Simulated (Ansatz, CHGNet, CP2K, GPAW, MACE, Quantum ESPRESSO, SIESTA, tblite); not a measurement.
**(9,9) carbon nanotube bundle (108 atoms) in SIESTA**

How do the settings of SIESTA change the result for (9,9) carbon nanotube bundle (108 atoms)? A plane-wave run serves as the yardstick.

Method: the method is named at each step, in SIESTA 5.4.2.

## (1) The starting structure

The cell holds 108 atoms: 108 C. Cell: a = 15.506 Å, b = 15.506 Å, c = 7.380 Å, α = 90.0°, β = 90.0°, γ = 120.0°. It derives from C (graphene). Graphene sheet (a = 2.46 Å) rolled into a (9,9) tube of diameter 12.21 Å, 3 periods, hexagonal bundle with 3.3 Å between walls; not relaxed, displaced by a Gaussian of 0.02 Å. Then every atom was moved at random, 0.02 Å r.m.s. a Cartesian component. The structure's axis is c.

The yardstick, on the same geometry:

| Quantity | Value |
| --- | --- |
| method | Kohn-Sham DFT, PBE, SSSP efficiency 1.3.0 pseudopotentials, plane waves (Quantum ESPRESSO 7.5); sssp-pbe-1.3.0-efficiency, cutoffs 45/360 Ry, Γ point |
| r.m.s. force component | 1.652 eV/Å |
| longest force | 9.299 eV/Å |
| pressure | 3.581 GPa |
| time | 3 min on 4 MPI ranks of Arm Neoverse V1, shared host |
| CPU time | 12 min |

## (2) PBE, DZP, shift 0.01 Ry, mesh 300 Ry

Method: Kohn-Sham DFT, PBE, PseudoDojo 0.4.1 norm-conserving pseudopotentials (converted to PSML), numerical atomic orbitals (DZP), diagonalisation.

The .psml files are PseudoDojo norm-conserving potentials that we converted to this format, checked against plane waves on the same files for H, C, O, Si, Ge and Ca alone.

Input file input.fdf:

```
SystemLabel cell
NumberOfAtoms 108
NumberOfSpecies 1
%block ChemicalSpeciesLabel
  1 6 C
%endblock ChemicalSpeciesLabel
LatticeConstant 1.0 Ang
%block LatticeVectors
  15.50642 0.00000 0.00000
  -7.75321 13.42896 0.00000
  0.00000 0.00000 7.38000
%endblock LatticeVectors
PAO.BasisSize DZP
PAO.EnergyShift 0.01 Ry
XC.Functional GGA
XC.Authors PBE
MeshCutoff 300 Ry
%block kgrid_Monkhorst_Pack
  1 0 0 0.0
  0 1 0 0.0
  0 0 1 0.0
%endblock kgrid_Monkhorst_Pack
SolutionMethod diagon
OccupationFunction FD
ElectronicTemperature 580 K
SCF.Mixer.Method Pulay
SCF.Mixer.Weight 0.05
SCF.Mixer.History 8
SCF.Mix Hamiltonian
MaxSCFIterations 300
SCF.DM.Tolerance 1e-04
SCF.H.Tolerance 1.0e-3 eV
WriteForces T
Write.HirshfeldPop T
Write.VoronoiPop T
Write.DM F
Write.H F
XML.Write F
AtomicCoordinatesFormat Fractional
%block AtomicCoordinatesAndAtomicSpecies
  0.41574 0.05107 0.16759 1
  0.43680 0.10703 0.99484 1
  0.45201 0.20444 0.00281 1
  0.45584 0.25008 0.16010 1
  0.43614 0.33101 0.16513 1
  0.41906 0.36536 0.99940 1
  0.36129 0.41420 0.33712 1
  0.32886 0.43065 0.16607 1
  0.25133 0.45613 0.16457 1
  0.20187 0.45339 0.00110 1
  0.10750 0.43601 0.00104 1
  0.05263 0.41795 0.16831 1
  0.95006 0.36794 0.16416 1
  0.89541 0.33080 0.33396 1
  0.79386 0.25165 0.33793 1
  0.75012 0.20466 0.17335 1
  0.67134 0.10802 0.16320 1
  0.63172 0.05251 0.99279 1
  0.58117 0.94632 0.99600 1
  0.56502 0.89836 0.16185 1
  0.54697 0.79750 0.16035 1
  0.54478 0.74903 0.99409 1
  0.56302 0.66782 0.00214 1
  0.58245 0.63446 0.16720 1
  0.63722 0.58299 0.17101 1
  0.66806 0.56435 0.99485 1
  0.74886 0.54657 0.99694 1
  0.79531 0.54612 0.16805 1
  0.89174 0.56049 0.16638 1
  0.94865 0.58308 0.99702 1
  0.05251 0.63789 0.00015 1
  0.10555 0.66806 0.16235 1
  0.20409 0.75078 0.17262 1
  0.24675 0.79397 0.33594 1
  0.33209 0.89546 0.33723 1
  0.36463 0.94857 0.16369 1
  0.41428 0.05236 0.50465 1
  0.43611 0.10198 0.33920 1
  0.45320 0.20271 0.33804 1
  0.45391 0.24696 0.49618 1
  0.43389 0.32956 0.50416 1
  0.41775 0.36541 0.32798 1
  0.36394 0.41736 0.66714 1
  0.33136 0.43788 0.49811 1
  0.24705 0.45449 0.49685 1
  0.20254 0.45257 0.33485 1
  0.10612 0.43618 0.33329 1
  0.05231 0.41983 0.49594 1
  0.94448 0.36609 0.50310 1
  0.89705 0.33215 0.66467 1
  0.79705 0.24928 0.66261 1
  0.74918 0.20336 0.49786 1
  0.67234 0.10691 0.50082 1
  0.63676 0.05398 0.32892 1
  0.58360 0.94728 0.33338 1
  0.56492 0.89724 0.50028 1
[... 48 atom lines left out ...]
  0.20389 0.74976 0.83446 1
  0.24691 0.79540 0.00283 1
  0.32837 0.89414 0.99418 1
  0.35916 0.94481 0.83409 1
%endblock AtomicCoordinatesAndAtomicSpecies
```

Command:

```
$ OMP_NUM_THREADS=1 mpirun -np 2 siesta < input.fdf > output.txt
```

The log of the run:

```text
Version         : 5.4.2
reinit: System Name:
reinit: System Label: cell
initatom: Reading input for the pseudopotentials and atomic orbitals ----------
Species number:   1 Atomic number:    6 Label: C
Ground state valence configuration (from tables):   2s02  2p02  3d00  4f00
---- Processing specs for species: C
GGA--PBE XC_GGA_X_PBE--XC_GGA_C_PBE pb
C pseudopotential only contains V_ls up to l=1 -- lmxkb reset.
Using PAO.SplitTailNorm
%block ChemicalSpeciesLabel
    1    6 C                       # Species index, atomic number, species label
%endblock ChemicalSpeciesLabel
%block PAO.Basis                 # Define Basis set
C                     2                    # Species label, number of l-shells
 n=2   0   2                         # n, l, Nzeta
   4.484      3.048
   1.000      1.000
 n=2   1   2 P   1                   # n, l, Nzeta, Polarization, NzetaPol
   5.436      3.692
   1.000      1.000
%endblock PAO.Basis
coor:   Atomic-coordinates input format  =     Fractional
siesta: System type = bulk
initatomlists: Number of atoms, orbitals, and projectors:    108  1404   864
siesta: ******************** Simulation parameters ****************************
Total number of electrons:   432.000000
Total ionic charge:   432.000000
 Kpoints in:            1 . Kpoints trimmed:            1
siesta: k-grid: Number of k-points = 1
siesta: k-points from Monkhorst-Pack grid
siesta: k-cutoff (effective) =     3.690 Ang
siesta: k-point supercell and displacements
siesta: k-grid:     1     0     0      0.000
siesta: k-grid:     0     1     0      0.000
siesta: k-grid:     0     0     1      0.000
                     ====================================
                        Single-point calculation
                     ====================================
outcell: Unit cell vectors (Ang):
       15.506420    0.000000    0.000000
       -7.753210   13.428960    0.000000
        0.000000    0.000000    7.380000
outcell: Cell vector modules (Ang)   :   15.506420   15.506426    7.380000
outcell: Cell angles (23,13,12) (deg):     90.0000     90.0000    120.0000
outcell: Cell volume (Ang**3)        :   1536.7750
Gamma-point calculation with multiply-connected orbital pairs
Gamma-point calculation with multiply-connected orbital pairs
Folding of H and S implicitly performed
Folding of H and S implicitly performed
new_DM -- step:     1
Initializing Density Matrix...
Attempting to read DM from file... Failed...
DM filled with atomic data:
InitMesh: MESH = 144 x 144 x 80 = 1658880
InitMesh: Mesh cutoff (required, used) =   300.000   317.791 Ry
stepf: Fermi-Dirac step function
        iscf     Eharris(eV)        E_KS(eV)     FreeEng(eV)     dDmax    Ef(eV) dHmax(eV)
   scf:    1   -17544.464258   -17643.358911   -17643.542922  1.889617 -5.665984  3.878511
   scf:    2   -17645.607287   -17644.495291   -17644.679234  0.007484 -5.582381  3.461442
   scf:    3   -17653.755722   -17650.416778   -17650.601640  0.090354 -4.664923  1.388466
   scf:    4   -17651.101126   -17650.805066   -17650.990925  0.013990 -4.520380  0.730841
   scf:    5   -17651.270883   -17651.099911   -17651.286845  0.009769 -4.431140  0.296292
   scf:    6   -17651.142258   -17651.127267   -17651.314133  0.003823 -4.459877  0.111930
   scf:    7   -17651.142699   -17651.136189   -17651.323135  0.001062 -4.454625  0.051515
   scf:    8   -17651.138708   -17651.137951   -17651.324746  0.001038 -4.465432  0.024647
   scf:    9   -17651.140581   -17651.139307   -17651.326080  0.000602 -4.461483  0.020322
   scf:   10   -17651.141103   -17651.140258   -17651.326888  0.000681 -4.470632  0.012514
   scf:   11   -17651.140722   -17651.140497   -17651.327114  0.000290 -4.472213  0.009400
   scf:   12   -17651.140705   -17651.140606   -17651.327232  0.000227 -4.473185  0.005748
   scf:   13   -17651.140657   -17651.140637   -17651.327288  0.000199 -4.474645  0.003303
   scf:   14   -17651.140633   -17651.140635   -17651.327292  0.000028 -4.474870  0.002426
   scf:   15   -17651.140605   -17651.140622   -17651.327300  0.000065 -4.475407  0.000870
SCF Convergence by DM+H criterion
max |DM_out - DM_in|         :     0.0000646938
max |H_out - H_in|      (eV) :     0.0008699287
SCF cycle converged after 15 iterations
Using DM_out to compute the final energy and forces
siesta: E_KS(eV) =           -17651.1406
siesta: E_KS - E_eggbox =    -17651.1406
siesta: Atomic forces (eV/Ang):
     1    0.294212    2.626852   -0.665750
     2    0.352288   -2.093221    3.403347
     3    1.136138   -0.342854   -3.356820
     4   -0.758396    0.735489    4.830920
     5    0.540542   -0.016851   -0.532376
     6   -1.207540    0.808029    0.106652
     7    0.675216    0.447679   -1.855477
     8   -2.332387    1.459967    0.795057
     9   -0.202090   -0.709378    1.552282
    10    3.558633    1.228024    0.685063
    11   -4.898154   -0.828332   -0.721987
    12    1.918026    1.100994   -1.567294
[...]
104    0.783201    0.744859   -3.662747
   105   -0.288972    0.010299    1.461000
   106    0.765005   -0.097828   -0.659281
   107    0.044226   -0.253674    3.020631
   108    0.821144    1.617072   -2.492668
----------------------------------------
   Tot    0.000958    0.002635    0.006289
----------------------------------------
   Max    8.154518
   Res    1.844463    sqrt( Sum f_i^2 / 3N )
----------------------------------------
   Max    8.154518    constrained
Stress tensor Voigt[x,y,z,yz,xz,xy] (kbar):      -81.50      -77.55     -112.83       -4.12        2.76       -4.80
(Free)E + p*V (eV/cell)   -17564.3993
Target enthalpy (eV/cell)   -17651.3273
siesta: Program's energy decomposition (eV):
siesta: Ebs     =     -5867.391015
siesta: Eions   =     30473.465551
siesta: Ena     =      8009.729001
siesta: Ekin    =     12179.764976
siesta: Enl     =      -630.867224
siesta: DEna    =      -454.263036
siesta: DUscf   =        32.376667
siesta: Ex      =     -5763.088722
siesta: Ec      =      -551.326733
siesta: Exc     =     -6314.415456
siesta: Eharris =    -17651.140605
siesta: Etot    =    -17651.140622
siesta: FreeEng =    -17651.327300
siesta: Final energy (eV):
siesta:  Band Struct. =   -5867.391015
siesta:       Kinetic =   12179.764976
siesta:       Hartree =   23353.888683
siesta:         Exch. =   -5763.088722
siesta:         Corr. =    -551.326733
siesta:   Exch.-corr. =   -6314.415456
siesta:  Ion-electron =  -57842.330675
siesta:       Ion-ion =   10971.951850
siesta:         Total =  -17651.140622
siesta:         Fermi =      -4.475407
siesta: Stress tensor (static) (eV/Ang**3):
siesta:    -0.050870   -0.002996    0.001724
siesta:    -0.002996   -0.048402   -0.002569
siesta:     0.001724   -0.002569   -0.070424
siesta: Cell volume =       1536.774993 Ang**3
siesta: Pressure (static):
siesta:                Solid            Molecule  Units
siesta:           0.00061607          0.00065084  Ry/Bohr**3
siesta:           0.05656522          0.05975752  eV/Ang**3
siesta:          90.62747058         95.74210026  kBar
    Orbital volume contribution        =          41.007846 eV
    (Free)E + p_basis*V_orbitals       =      -17610.319454 eV
    (Free)Eharris+ p_basis*V_orbitals  =      -17610.319438 eV
Hirshfeld Atomic Populations:
Atom #   charge [q] valence [e]  Species
     1    -0.001640    4.001640  C
     2    -0.003598    4.003598  C
     3    -0.001194    4.001194  C
     4     0.003853    3.996147  C
     5    -0.002475    4.002475  C
     6    -0.002300    4.002300  C
     7    -0.001135    4.001135  C
     8    -0.000091    4.000091  C
     9     0.004492    3.995508  C
    10    -0.005562    4.005562  C
    11     0.001184    3.998816  C
    12     0.000369    3.999631  C
[...]
--------------------
 Total    -0.000032
Voronoi Atomic Populations:
Atom #   charge [q] valence [e]  Species
[...]
104     0.003605    3.996395  C
   105    -0.001735    4.001735  C
   106     0.001564    3.998436  C
   107    -0.002170    4.002170  C
   108     0.002906    3.997094  C
--------------------
 Total    -0.000032
```

Run time: 1.9 min. Hardware: 2 MPI ranks of Arm Neoverse V1, shared host; peak memory 1.2 GiB.

Banners, paths, timers and routine set-up lines are dropped from the logs unmarked, and long logs keep their key lines alone; longer cuts are marked.

Against the reference:

* r.m.s. force component: 1.844 eV/Å
* r.m.s. difference of force components: 230.5 meV/Å
* longest difference of force vectors: 1087 meV/Å
* force difference over r.m.s. force: 13.95 %
* slope of forces against the reference's: 1.113
* correlation of force components: 0.9973
* pressure: 9.063 GPa
* pressure difference: 5.481 GPa

This run lies far from the reference in forces at the same functional.

Local excerpt of 10 atoms (numbers count through the whole input) about C37, picked at random; x, y, z are measured from there.

| atom | x | y | z | distance (Å) | bonds | Hirshfeld charge (e) | Fx | Fy | Fz (eV/Å) |
| --- | --- | --- | --- | --- | --- | --- | --- | --- | --- |
| C37 | 0.00 | 0.00 | 0.00 | 0.00 | 3 | 0.00 | 1.08 | -0.23 | -1.38 |
| C74 | -0.06 | 0.73 | 1.16 | 1.37 | 3 | 0.00 | 0.11 | -2.15 | 4.31 |
| C38 | -0.05 | 0.67 | -1.22 | 1.39 | 3 | 0.00 | -0.65 | 1.15 | -1.83 |
| C72 | 0.02 | -1.43 | -0.01 | 1.43 | 3 | -0.01 | 0.92 | 3.27 | -5.52 |
| C71 | -0.08 | -2.05 | 1.12 | 2.34 | 3 | 0.00 | -1.75 | -6.14 | 8.15 |
| C39 | -0.56 | 2.02 | -1.23 | 2.43 | 3 | 0.00 | 1.00 | -0.75 | -3.67 |
| C75 | -0.54 | 2.03 | 1.23 | 2.44 | 3 | 0.00 | -0.28 | 0.92 | -3.06 |
| C35 | -0.06 | -2.11 | -1.24 | 2.44 | 3 | 0.01 | -0.70 | -1.17 | -1.92 |
| C73 | 0.01 | -0.02 | 2.47 | 2.47 | 3 | 0.00 | 0.43 | 1.62 | -3.24 |
| C1 | 0.03 | -0.02 | -2.49 | 2.49 | 3 | 0.00 | 0.29 | 2.63 | -0.67 |

Forces lie 14 % from the reference's, at 0.32 times its CPU time (on 2 against 4 cores).

## (3) PBE, SZP, shift 0.01 Ry, mesh 300 Ry

Method: Kohn-Sham DFT, PBE, PseudoDojo 0.4.1 norm-conserving pseudopotentials (converted to PSML), numerical atomic orbitals (SZP), diagonalisation.

input.fdf: that of step 2 with these lines changed.

```diff
@@ -12,3 +12,3 @@
 %endblock LatticeVectors
-PAO.BasisSize DZP
+PAO.BasisSize SZP
 PAO.EnergyShift 0.01 Ry
```

The log of the run:

```text
Version         : 5.4.2
reinit: System Name:
reinit: System Label: cell
initatom: Reading input for the pseudopotentials and atomic orbitals ----------
Species number:   1 Atomic number:    6 Label: C
Ground state valence configuration (from tables):   2s02  2p02  3d00  4f00
---- Processing specs for species: C
GGA--PBE XC_GGA_X_PBE--XC_GGA_C_PBE pb
[... lines left out ...]
        iscf     Eharris(eV)        E_KS(eV)     FreeEng(eV)     dDmax    Ef(eV) dHmax(eV)
[... lines left out ...]
SCF Convergence by DM+H criterion
[... lines left out ...]
SCF cycle converged after 15 iterations
[... lines left out ...]
   Max    8.831819
[... lines left out ...]
   Max    8.831819    constrained
Stress tensor Voigt[x,y,z,yz,xz,xy] (kbar):     -135.32     -130.50     -220.91       -6.37        3.22       -5.81
[... lines left out ...]
siesta: FreeEng =    -17547.211269
[... lines left out ...]
siesta:         Fermi =      -5.866526
[... lines left out ...]
siesta:    -0.003625   -0.081453   -0.003979
siesta:     0.002010   -0.003979   -0.137880
siesta: Cell volume =       1536.774993 Ang**3
siesta: Pressure (static):
siesta:                Solid            Molecule  Units
siesta:           0.00110291          0.00122743  Ry/Bohr**3
siesta:           0.10126455          0.11269780  eV/Ang**3
siesta:         162.24368964        180.56177963  kBar
    Orbital volume contribution        =          34.426936 eV
    (Free)E + p_basis*V_orbitals       =      -17512.784333 eV
    (Free)Eharris+ p_basis*V_orbitals  =      -17512.784333 eV
Hirshfeld Atomic Populations:
Atom #   charge [q] valence [e]  Species
     1    -0.001097    4.001097  C
     2    -0.003327    4.003327  C
     3    -0.002376    4.002376  C
[...]
--------------------
 Total    -0.000014
Voronoi Atomic Populations:
Atom #   charge [q] valence [e]  Species
[...]
107    -0.002063    4.002063  C
   108     0.003570    3.996430  C
--------------------
 Total    -0.000014
```

Elapsed: 88 s, on 2 MPI ranks; peak memory 1.1 GiB; 2.9 min of CPU time.

Compared with the plane-wave run:

```yaml
r_m_s_force_component: 2.018 eV/Å
r_m_s_difference_of_force_components: 453 meV/Å
longest_difference_of_force_vectors: 1955 meV/Å
force_difference_over_r_m_s_force: 27.42 %
slope_of_forces_against_the_reference_s: 1.208
correlation_of_force_components: 0.9893
pressure: 16.22 GPa
pressure_difference: 12.64 GPa
```

This is a coarse setting, run to see what it loses.

Against the first run (14 %), the force difference from the reference is 27 %, at 0.77 times the CPU time, with 972 basis functions against 1404: the smaller basis costs accuracy.

(Continued in part 2 of 2.)

[Also dropped from logs without a mark: logging warnings of Python, and SIESTA's first energy breakdown and zero terms.]

[Logs are printed without paths, hosts, clocks, repeated set-up lines and the standing remarks that a program may print on its own settings, such as how far it seeks lower states.]

[Hosts, paths, dates, database ids (printed as entryN), source tags and the programs' standing remarks are cut or masked in the printed files.]
